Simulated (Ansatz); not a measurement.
## Ti (model cell, started as body-centred cubic): a soft mode frozen in

Wanted: the energy along a soft mode of Ti (model cell, started as body-centred cubic) and the structure at the end.

Calculated with Ansatz 0.2.0; DFT LDA, scalar-relativistic, plane waves, PAW; PAW set soft_1.

This is not the structure that Ti takes at ambient pressure (hexagonal, No. 194); it is a model or a phase of other conditions.

## Step 1: The structure

The structure is cubic, space group Im-3m (No. 229). Conventional cell: a = 3.164 Å, b = 3.164 Å, c = 3.164 Å, α = 90.00°, β = 90.00°, γ = 90.00°. Nearest to Ti lie 8 Ti at 2.74 Å.

## Step 2: The dispersion

Stability and thermal properties need the whole zone. Linear response on a 6×6×6 q mesh gives force constants as far as a supercell of that size would.

Input file input.yaml:

```yaml
crystal:
  lattice:
    - [-1.5821734396, 1.5821734396, 1.5821734396]
    - [1.5821734396, -1.5821734396, 1.5821734396]
    - [1.5821734396, 1.5821734396, -1.5821734396]
  atoms:
    - { symbol: Ti, position: [0.0, 0.0, 0.0] }
kpoints:
  mp_grid: { grid: [18, 18, 18] }
hamiltonian:
  xc: lda
  pseudopotentials: { kind: paw, azcp: { folder: soft_1 }, xc_functional: pbe }
scf:
  occupations: { method: methfessel_paxton, width: 0.2 }
output:
  eigenvalues: true
phonons:
  method: dfpt
  qmesh: [6, 6, 6]
  temperatures: { t_max: 1000, t_step: 50 }
  qpath:
    path:
      - [[0.0, 0.0, 0.0], [0.5, -0.5, 0.5], [0.0, 0.0, 0.5], [0.0, 0.0, 0.0], [0.25, 0.25, 0.25], [0.5, -0.5, 0.5]]
      - [[0.25, 0.25, 0.25], [0.0, 0.0, 0.5]]
    npoints: 10
```

The run is started by

```console
ansatz run input.yaml --threads 8 --pin off --max-ram 16384MiB --backend cpu --events-out ev --progress --plain --runs-dir out
```

Standard output:

```text
Engine: ansatz 0.2.0, x86_64-unknown-linux-gnu
Pseudopotentials: kind: paw
Pseudopotential: Ti, paw, valence charge 12, recommended cutoff 420 eV (normal), soft_1/Ti.paw.azcp
Functional definition: SPW92
  exchange = slater_x
  correlation = pw_c
Crystal: 1 atoms, lattice volume = 15.842 Å³
Basis set: ecut = 420 eV, 321 PW (Γ), exchange–correlation on 40×40×40 points (8 copies of the dense FFT grid, shifted against one another)
Bands: 10, of which v1, the nominal top of the filled ones, is band 6 counted from 1 (5 counted from 0)
Symmetry: 48 space group operations
k-points: 195 of 5832
Non-local potential: Ti, projectors of the file, l = 0: 3, l = 1: 2, l = 2: 3, l = 3: 1
PAW form: soft (Blöchl's): semilocal exchange-correlation on the pseudo side does not see the compensation charge
PAW frozen core: Ti, regenerated for the run's functional, and the local potential with it (the file was generated under x = pbe(κ = 0.804, μ = 0.219515), c = pbe(β = 0.066725))
PAW one-centre angular grid: Ti, 590 points (default); XC on 64 Gauss nodes
Initial density: superposition of atomic densities (chi_scale 0.1, normalization cell)
Initial wavefunctions: pseudopotential atomic-orbital guess
Functional: x = slater, c = lda
SCF iter   1: F=—  HF=-2450.384294 eV  |F-HF|=—  |Δ(HF+E_count)|=         —  Δρ=5.45e-2  dr2=4.80e-1  ethr=3.10e-3  ⟨swp⟩=4.3  Hψ=9982  notcnv=0
preconditioner: auto → none  [metal: Δε(μ)=0.015 eV  Ē_g=4.844 eV  σ=0.200 eV  W_gap=0.06  n_scr=0 (ndim 8)  ℏωp=18.7 eV  f_vac=0.000  D(μ)=1.91/eV (n_scr^D=18)]
SCF iter   2: F=—  HF=-2450.231319 eV  |F-HF|=—  |Δ(HF+E_count)|=   1.53e-1  S|Δr|=    0.00e0  Δρ=1.56e-2  dr2=2.49e-2  ethr=3.10e-3  ⟨swp⟩=3.0  Hψ=5398  notcnv=0  defer=7
SCF iter   3: F=—  HF=-2450.219838 eV  |F-HF|=—  |Δ(HF+E_count)|=   1.15e-2  S|Δr|=    0.00e0  Δρ=3.00e-3  dr2=8.04e-4  ethr=2.07e-4  ⟨swp⟩=2.0  Hψ=3550  notcnv=0  defer=7
SCF iter   4: F=—  HF=-2450.219294 eV  |F-HF|=—  |Δ(HF+E_count)|=   5.44e-4  S|Δr|=    0.00e0  Δρ=5.49e-4  dr2=3.66e-5  ethr=6.70e-6  ⟨swp⟩=2.0  Hψ=2355  notcnv=0  defer=7
SCF iter   5: F=—  HF=-2450.219291 eV  |F-HF|=—  |Δ(HF+E_count)|=   2.99e-6  S|Δr|=    0.00e0  Δρ=8.80e-5  dr2=1.07e-6  ethr=3.05e-7  ⟨swp⟩=2.3  Hψ=3000  notcnv=0  defer=7
SCF iter   6: F=—  HF=-2450.219291 eV  |F-HF|=—  |Δ(HF+E_count)|=   1.31e-7  S|Δr|=    0.00e0  Δρ=4.52e-6  dr2=2.40e-9  ethr=8.93e-9  ⟨swp⟩=2.1  Hψ=2939  notcnv=0  defer=7
SCF iter   7: F=—  HF=-2450.219291 eV  |F-HF|=—  |Δ(HF+E_count)|=   1.73e-9  S|Δr|=    0.00e0  Δρ=3.44e-7  dr2=1.05e-11  ethr=2.00e-11  ⟨swp⟩=2.1  Hψ=3235  notcnv=0  defer=7
SCF iter   8: F=-2450.219291 eV  HF=-2450.219291 eV  |F-HF|=9.09e-13  |Δ(HF+E_count)|=  5.91e-12  S|Δr|=    0.00e0  Δρ=7.69e-9  dr2=8.41e-15  ethr=1.00e-12  ⟨swp⟩=4.5  Hψ=6603  notcnv=0
SCF 1 converged in 8 iterations: F = -2450.219291 eV  dr2 = 8.41e-15
  greatest PAW one-centre occupation: 0.998 electrons in one spin orbital (limit 2), on the Ti atom at site 0 (counted from 0), in its partial waves of l = 0
NSCF: frozen V_eff on 195 k-points
NSCF: frozen V_eff on 480 k-points
DFPT response loops at q = (0, 0, 0) (fractional): preconditioner auto → Kerker (q_TF=auto, 2.605 Å⁻¹) (partly filled bands, converged f_vac=0.000); β = 1.00, the filter's whole step (`scf.mixing.beta` (0.50) is not read by the response loops under this deck's `scf.mixing.preconditioner`; to damp them name `kerker` or `kerker_dos`, under which they read `scf.mixing.beta`, and type it under 1.00, their step now; both keys bind the ground state too); Broyden in place of MSR1
NSCF: frozen V_eff on 6156 k-points
DFPT response loops at q = (0, 0, 0.166667) (fractional): mixed as the last ones told, above
NSCF: frozen V_eff on 6156 k-points
DFPT response loops at q = (0, 0, 0.333333) (fractional): mixed as the last ones told, above
NSCF: frozen V_eff on 3100 k-points
DFPT response loops at q = (0, 0, -0.5) (fractional): mixed as the last ones told, above
NSCF: frozen V_eff on 11664 k-points
DFPT response loops at q = (0, 0.166667, 0.166667) (fractional): mixed as the last ones told, above
NSCF: frozen V_eff on 11664 k-points
DFPT response loops at q = (0, 0.166667, 0.333333) (fractional): mixed as the last ones told, above
NSCF: frozen V_eff on 6156 k-points
DFPT response loops at q = (0, 0.333333, 0.333333) (fractional): mixed as the last ones told, above
NSCF: frozen V_eff on 6156 k-points
DFPT response loops at q = (0.166667, 0.166667, 0.166667) (fractional): mixed as the last ones told, above
NSCF: frozen V_eff on 5868 k-points
DFPT response loops at q = (0.166667, 0.166667, 0.333333) (fractional): mixed as the last ones told, above
NSCF: frozen V_eff on 3258 k-points
DFPT response loops at q = (0.166667, 0.166667, -0.166667) (fractional): mixed as the last ones told, above
NSCF: frozen V_eff on 6156 k-points
DFPT response loops at q = (0.166667, 0.333333, -0.333333) (fractional): mixed as the last ones told, above
NSCF: frozen V_eff on 6156 k-points
DFPT response loops at q = (0.166667, -0.5, -0.5) (fractional): mixed as the last ones told, above
NSCF: frozen V_eff on 11664 k-points
DFPT response loops at q = (0.166667, -0.5, -0.333333) (fractional): mixed as the last ones told, above
NSCF: frozen V_eff on 3258 k-points
DFPT response loops at q = (0.333333, 0.333333, -0.333333) (fractional): mixed as the last ones told, above
NSCF: frozen V_eff on 6156 k-points
DFPT response loops at q = (0.333333, -0.5, -0.5) (fractional): mixed as the last ones told, above
NSCF: frozen V_eff on 960 k-points
DFPT response loops at q = (-0.5, -0.5, -0.5) (fractional): mixed as the last ones told, above
SCF converged after 8 iterations
Stability not checked: this state was not tested for a lower state beside it, because cold or Methfessel-Paxton smearing, or corrected tetrahedra, fill the levels in a way that the test cannot read (fill_not_monotonic; see scf.lower_state_search)
Free energy (F): -2450.219291 eV
Harris-Foulkes:  -2450.219291 eV  (|F-HF|=9.09e-13)
Internal energy: -2450.219746 eV  (E = F + TS)
E sigma→0 (E₀):  -2450.219405 eV
Entropy (-TS):   0.000455 eV (0.455 meV/atom)
Fermi energy:    14.189832 eV
--- Per-component energies (eV) ---
  E_band       = -139.737963
  E_kinetic    = 283.761436
  E_local      = -827.260586  (includes V_loc(G=0)·N_el)
  E_nonlocal   = 65.530541
  E_hartree    = 330.028828
  E_xc         = -115.722526
  E_vxc        = -145.821557  (∫ρ·V_xc dr)
  E_paw        = -994.515818  (= ΣΔE_a)
  E_vpaw       = -176.005373  (= ΣTr[D̂ρ^β])
  E_aug_tail   = -0.000081  (compensation charges beyond the density's cutoff)
  E_ewald      = -1192.367490
  E_core_change = 0.325951  (= ΣΔE_core)
  E_smearing   = 0.000455  (= −TS)
  E_closure    = 0.000000  (closes the sum)
  Σ components = -2450.219291   (vs F -2450.219291, Δ=0.00e0)
--- Band table (eV; the first three rows and the last of 195) ---
  k-point 0: bands = ["-41.5504", "-17.5871", "-17.5871", "-17.5871", "8.1749", "15.2237", "15.2237", "15.2237", "17.2154", "17.2154"]
  k-point 1: bands = ["-41.5444", "-17.6167", "-17.5960", "-17.5873", "8.2902", "15.1682", "15.2097", "15.3117", "17.1481", "17.2186"]
  k-point 2: bands = ["-41.5272", "-17.7012", "-17.6215", "-17.5880", "8.6267", "15.0121", "15.1475", "15.5708", "16.9949", "17.2305"]
  k-point 194: bands = ["-41.2118", "-18.2173", "-18.2173", "-18.2173", "11.7575", "11.7575", "18.5851", "18.5851", "18.5851", "23.3609"]
--- Phonons (Γ-DFPT): 1 representative perturbation + reference (Σ response iterations 3) ---
  ASR residual: 3.719e-6 → 0.000e0 eV/Å²; symmetrization residual: 1.667e-12 eV/Å²
  ASR residual per site (eV/Å²): 3.72e-6
  Γ frequencies (cm⁻¹): 0.00 0.00 0.00
--- Phonons (arbitrary-q DFPT): 16 irreducible q on the 6×6×6 mesh ---
  q = [0.0000, 0.0000, 0.0000] (star 1, of the zone-centre solve; hermiticity 1.51e-7, symmetrization 4.48e-7): -0.00 -0.00 0.00
  q = [0.0000, 0.0000, 0.1667] (star 12, 2 solved perturbations in 4707 linear systems a pass and spin channel, the states on 3078 of 5832 k-point pairs; hermiticity 3.82e-13, symmetrization 2.68e-13): -37.39 62.84 124.58
  q = [0.0000, 0.0000, 0.3333] (star 12, 2 solved perturbations in 4707 linear systems a pass and spin channel, the states on 3078 of 5832 k-point pairs; hermiticity 1.29e-13, symmetrization 2.32e-13): -113.77 104.13 192.71
  q = [0.0000, 0.0000, -0.5000] (star 6, 2 solved perturbations in 2415 linear systems a pass and spin channel, the states on 1550 of 5832 k-point pairs; hermiticity 9.56e-9, symmetrization 3.06e-9): -154.54 143.94 156.48
  q = [0.0000, 0.1667, 0.1667] (star 24, 2 solved perturbations in 8910 linear systems a pass and spin channel, the states on 5832 of 5832 k-point pairs; hermiticity 2.56e-7, symmetrization 1.92e-13): -79.97 46.83 196.00
  q = [0.0000, 0.1667, 0.3333] (star 48, 3 solved perturbations on 5832 of 5832 k-point pairs: no pair is spared here; hermiticity 3.62e-7, symmetrization 2.49e-17): -117.81 114.88 182.30
  q = [0.0000, 0.3333, 0.3333] (star 8, 1 solved perturbation on 3078 of 5832 k-point pairs; hermiticity 6.71e-13, symmetrization 3.44e-12): -39.67 87.45 87.45
  q = [0.1667, 0.1667, 0.1667] (star 8, 1 solved perturbation on 3078 of 5832 k-point pairs; hermiticity 3.83e-13, symmetrization 9.20e-13): -107.46 -107.46 197.52
  q = [0.1667, 0.1667, 0.3333] (star 12, 2 solved perturbations in 4563 linear systems a pass and spin channel, the states on 2934 of 5832 k-point pairs; hermiticity 9.18e-13, symmetrization 3.21e-13): -106.58 -52.23 47.71
  q = [0.1667, 0.1667, -0.1667] (star 6, 2 solved perturbations in 2529 linear systems a pass and spin channel, the states on 1629 of 5832 k-point pairs; hermiticity 3.97e-13, symmetrization 2.61e-13): 94.20 94.20 121.85
  q = [0.1667, 0.3333, -0.3333] (star 24, 3 solved perturbations on 3078 of 5832 k-point pairs; hermiticity 2.45e-7, symmetrization 5.44e-14): 39.19 147.72 186.38
  q = [0.1667, -0.5000, -0.5000] (star 12, 2 solved perturbations in 4707 linear systems a pass and spin channel, the states on 3078 of 5832 k-point pairs; hermiticity 2.77e-8, symmetrization 7.62e-9): 95.96 179.97 180.57
  q = [0.1667, -0.5000, -0.3333] (star 24, 2 solved perturbations in 8910 linear systems a pass and spin channel, the states on 5832 of 5832 k-point pairs; hermiticity 4.55e-8, symmetrization 4.33e-14): 135.57 171.43 202.61
  q = [0.3333, 0.3333, -0.3333] (star 6, 2 solved perturbations in 2529 linear systems a pass and spin channel, the states on 1629 of 5832 k-point pairs; hermiticity 1.64e-13, symmetrization 1.65e-13): 195.17 200.59 200.59
  q = [0.3333, -0.5000, -0.5000] (star 12, 2 solved perturbations in 4707 linear systems a pass and spin channel, the states on 3078 of 5832 k-point pairs; hermiticity 3.85e-9, symmetrization 5.55e-9): 217.28 218.23 221.03
  q = [-0.5000, -0.5000, -0.5000] (star 1, 1 solved perturbation on 480 of 5832 k-point pairs; hermiticity 4.33e-9, symmetrization 2.16e-9): 231.40 231.40 231.40
  sum rule: each row above includes the acoustic sum rule's correction from the zone centre's row sums; it moved no ω² by more than (0.15 cm⁻¹)²
  mesh force constants: q→R imaginary residual 1.68e-16; ASR residual 3.719e-6 → 0.000e0 eV/Å²; symmetrization residual 9.992e-16 eV/Å²
  interpolated dispersion: 62 rows × 3 modes
  density of states and harmonic sums: on the 30×30×30 q-mesh, interpolated from the force constants of a 6×6×6 supercell (no non-analytic term)
  largest difference from the sums on the solved wave vectors: F 1.21e-2 eV, S 1.71e-5 and C_V 5.04e-6 eV/K
  zero-point energy: 0.020494 eV/cell   skipped modes (ω ≤ 0): 574, of them read as no rigid motion or as one in doubt: 571 (7.667e-1 modes/cell left out, lowest -154.54 cm⁻¹)   left out of the sums: 2.56e-1 of the cell's modes: C_V's classical limit lies that fraction below 3 k_B per atom; for a crystal, a wire or a layer, F and S can be off by more, and a phonons.interpolated_qmesh denser along its periods is the remedy for the sampling
```

It took 64 s on 8 threads of AMD EPYC 9B45 (Zen 5), shared host; peak memory 2.7 GiB.

In the SCF lines HF is the Harris–Foulkes energy and dr2 the Hartree energy of the density residual, in eV; the loop may stop once dr2 is under the threshold and the program's other checks hold. Hψ counts applications of the Hamiltonian.

This step gave:

```
volume per atom                                       : 15.84 Å³
gap on the k-mesh                                     : 0 eV
sum-rule residual before enforcement                  : 3.72e-6 eV/Å²
lowest frequency on the path                          : -154.5 cm⁻¹
highest frequency on path, mesh or solved points      : 231.9 cm⁻¹
lowest mode on the q mesh (acoustic modes at Γ apart) : -154.5 cm⁻¹
```

Frequencies (cm⁻¹) solved at each irreducible wavevector; negative means imaginary. Frequencies by wavevector, by row:

| q in reciprocal lattice units | star | mode 1 | mode 2 | mode 3 |
| --- | --- | --- | --- | --- |
| 0 0 0 | 1 | 0 | 0 | 0 |
| 0 0 0.1667 | 12 | -37.4 | 62.8 | 124.6 |
| 0 0 0.3333 | 12 | -113.8 | 104.1 | 192.7 |
| 0 0 -0.5 | 6 | -154.5 | 143.9 | 156.5 |
| 0 0.1667 0.1667 | 24 | -80 | 46.8 | 196 |
| 0 0.1667 0.3333 | 48 | -117.8 | 114.9 | 182.3 |
| 0 0.3333 0.3333 | 8 | -39.7 | 87.5 | 87.5 |
| 0.1667 0.1667 0.1667 | 8 | -107.5 | -107.5 | 197.5 |
| 0.1667 0.1667 0.3333 | 12 | -106.6 | -52.2 | 47.7 |
| 0.1667 0.1667 -0.1667 | 6 | 94.2 | 94.2 | 121.8 |
| 0.1667 0.3333 -0.3333 | 24 | 39.2 | 147.7 | 186.4 |
| 0.1667 -0.5 -0.5 | 12 | 96 | 180 | 180.6 |
| 0.1667 -0.5 -0.3333 | 24 | 135.6 | 171.4 | 202.6 |
| 0.3333 0.3333 -0.3333 | 6 | 195.2 | 200.6 | 200.6 |
| 0.3333 -0.5 -0.5 | 12 | 217.3 | 218.2 | 221 |
| -0.5 -0.5 -0.5 | 1 | 231.4 | 231.4 | 231.4 |

Interpolated from a 6×6×6 q mesh. Phonon branches along the path, in cm⁻¹:

| point | branch 1 | branch 2 | branch 3 |
| --- | --- | --- | --- |
| Γ | 0 | 0 | 0 |
| halfway | 119 | 147 | 147 |
| H | 231 | 231 | 231 |
| halfway | 178 | 202 | 204 |
| N | -154 | 144 | 156 |
| halfway | -68 | 79 | 171 |
| Γ | 0 | 0 | 0 |
| halfway | -90 | -90 | 212 |
| P | -103 | -103 | -103 |
| halfway | 113 | 166 | 166 |
| H | 231 | 231 | 231 |
| jump to P | -103 | -103 | -103 |
| halfway | -124 | 86 | 119 |
| N | -154 | 144 | 156 |

The phonon branches as a text plot (rows in cm⁻¹):

```
    224 |         ******                                ***
    208 |        *      **                 **          *
    192 |                 *     *         *           *
    176 |       *        *     * *           *        *
    159 |       *          ****                      *          *
    143 |     **          * ***   *      *                    ***
    127 |   *                  *                    *
    111 |    ***                *  *    *     *      *        *
     95 |  *
     79 |   *                    *  *                        *
     63 |  *                      **               *
     47 | *                         ** *            *
     31 | *                          *                       *
     15 |
     -2 |*                            **                    *
    -18 |                            *  *
    -34 |                          **    *
    -50 |                         *               **
    -66 |                        *        *    *  *         *
    -82 |                                        *
    -98 |                  *               ** ****         **
   -114 |                       *            *               *
   -130 |                                                     *
   -146 |                   ****                               **
         Γ           H       N        Γ         P        H|P    N
```

Symmetry leaves 16 wavevectors to solve. The lowest mode among them, the acoustic zeros apart, lies at q = (0, 0, -0.5) and is imaginary, 154.5i cm⁻¹, so the energy falls along it.

## Step 3: The mode frozen in, largest atomic shift 0 Å

The mode followed lies at q = (0, 0.167, 0.333) with frequency 117.8i cm⁻¹, one of the unstable modes though not the softest. At small amplitude the pattern taken leaves space group no. 2 by a symmetry search on the positions. The undistorted cell that holds it gives the zero of energy on the same k mesh.

System of this step: Ti (model cell, started as body-centred cubic). The structure is cubic, space group Im-3m (No. 229). The conventional cell has a = 3.164 Å, b = 3.164 Å, c = 3.164 Å, α = 90.00°, β = 90.00°, γ = 90.00°. Nearest to Ti lie 8 Ti at 2.74 Å.

Input file input.yaml:

```yaml
crystal:
  lattice:
    - [1.5821734396, -1.5821734396, -1.5821734396]
    - [-4.7465203189, -1.5821734396, -1.5821734396]
    - [-1.5821734396, 4.7465203189, -4.7465203189]
  atoms:
    - { symbol: Ti, position: [0.1666666667, 0.8333333333, 0.6666666667] }
    - { symbol: Ti, position: [0.3333333333, 0.6666666667, 0.3333333333] }
    - { symbol: Ti, position: [0.6666666667, 0.3333333333, 0.6666666667] }
    - { symbol: Ti, position: [0.5, 0.5, 0.0] }
    - { symbol: Ti, position: [0.8333333333, 0.1666666667, 0.3333333333] }
    - { symbol: Ti, position: [0.0, 0.0, 0.0] }
kpoints:
  mp_grid: { grid: [14, 8, 6] }
hamiltonian:
  xc: lda
  pseudopotentials: { kind: paw, azcp: { folder: soft_1 }, xc_functional: pbe }
scf:
  occupations: { method: methfessel_paxton, width: 0.2 }
output:
  forces: true
  stress: true
  eigenvalues: true
```

Standard output:

```text
[...]
Crystal: 6 atoms, lattice volume = 95.055 Å³
Basis set: ecut = 420 eV, 1859 PW (Γ)
Bands: 44, of which v1, the nominal top of the filled ones, is band 36 counted from 1 (35 counted from 0)
Symmetry: 12 space group operations
[...]
k-points: 340 of 672
[...]
k-point 0: bands = [... 32 lower, 13.7267, 14.0073, 14.0073, 14.4506, 14.4506, 14.6411, 14.6411, 15.2242, ... 4 higher]
  k-point 1: bands = [... 32 lower, 13.7240, 13.8197, 14.1973, 14.2473, 14.5945, 14.9663, 15.0010, 15.1688, ... 4 higher]
  k-point 2: bands = [... 32 lower, 13.7009, 13.7239, 14.1973, 14.5162, 14.7724, 14.9663, 15.0127, 15.1481, ... 4 higher]
  k-point 339: bands = [... 32 lower, 13.7266, 13.7266, 13.9999, 13.9999, 14.4507, 14.4507, 14.5158, 14.5158, ... 4 higher]
[key lines of the parts left out:]
SCF converged after 7 iterations
Free energy (F): -14701.315061 eV
Fermi energy:    14.191777 eV
P = ⅓ Tr σ = -0.0255 GPa (-0.255 kbar)
```

It took 3.4 s on 8 threads; peak memory 1.3 GiB.

This step gave:

| Item | Value |
| --- | --- |
| pressure | -0.02551 GPa |
| energy from the undistorted cell | 0 meV/atom |

The run ends at a pressure of -0.03 GPa.

## Step 4: The mode frozen in, largest atomic shift 0.22 Å

The atoms are moved along the unstable eigenvector, the largest shift by 0.22 Å, with the cell fixed.

input.yaml, the sections that differ from step 3:

```yaml
crystal:
  lattice:
    - [1.5821734396, -1.5821734396, -1.5821734396]
    - [-4.7465203189, -1.5821734396, -1.5821734396]
    - [-1.5821734396, 4.7465203189, -4.7465203189]
  atoms:
    - { symbol: Ti, position: [0.1666658926, 0.8333334482, 0.6666668095] }
    - { symbol: Ti, position: [0.3973464523, 0.6571714368, 0.3215242946] }
    - { symbol: Ti, position: [0.6666674407, 0.3333332185, 0.6666665239] }
    - { symbol: Ti, position: [0.5640115709, 0.4905049997, -0.0118087532] }
    - { symbol: Ti, position: [0.7693202144, 0.1761618966, 0.3451423721] }
    - { symbol: Ti, position: [-0.0640115709, 0.0094950003, 0.0118087532] }
# kpoints, hamiltonian, scf, output: as in step 3
```

Standard output:

```text
[...]
k-point 0: bands = [... 32 lower, 13.7697, 14.0699, 14.1000, 14.3142, 14.3357, 14.7891, 14.8137, 15.0846, ... 4 higher]
  k-point 1: bands = [... 32 lower, 13.7032, 13.9024, 14.1201, 14.3090, 14.6023, 15.0171, 15.0398, 15.1033, ... 4 higher]
  k-point 2: bands = [... 32 lower, 13.6647, 13.8816, 14.1437, 14.5413, 14.8049, 14.9904, 15.0101, 15.2394, ... 4 higher]
  k-point 339: bands = [... 32 lower, 13.5667, 13.6003, 14.0964, 14.1257, 14.2009, 14.2630, 14.8597, 14.8799, ... 4 higher]
[key lines of the parts left out:]
SCF converged after 8 iterations
Free energy (F): -14701.381776 eV
Fermi energy:    14.210265 eV
P = ⅓ Tr σ = 0.7673 GPa (7.673 kbar)
```

The job ended after 3.7 s (8 threads; peak memory 1.3 GiB; 27 s of CPU time).

Read from the output:

```
pressure                         : 0.7673 GPa
energy from the undistorted cell : -10.87 meV/atom
```

The energy, extrapolated to zero smearing, is -10.87 meV/atom against the undistorted cell.

The run ends at a pressure of 0.77 GPa, with forces up to 0.30 eV/Å.

[end of part 1 of 3]

[Long decimals in the printed logs are rounded to 6 places.]

[Logs are printed without paths, hosts, clocks, repeated set-up lines and the standing remarks that a program may print on its own settings, such as how far it seeks lower states.]

[Hosts, paths, dates, database ids (printed as entryN), source tags and the programs' standing remarks are cut or masked in the printed files.]

[Where the starting crystal was built by hand or by swapping elements, it need not be the compound's stable phase.]
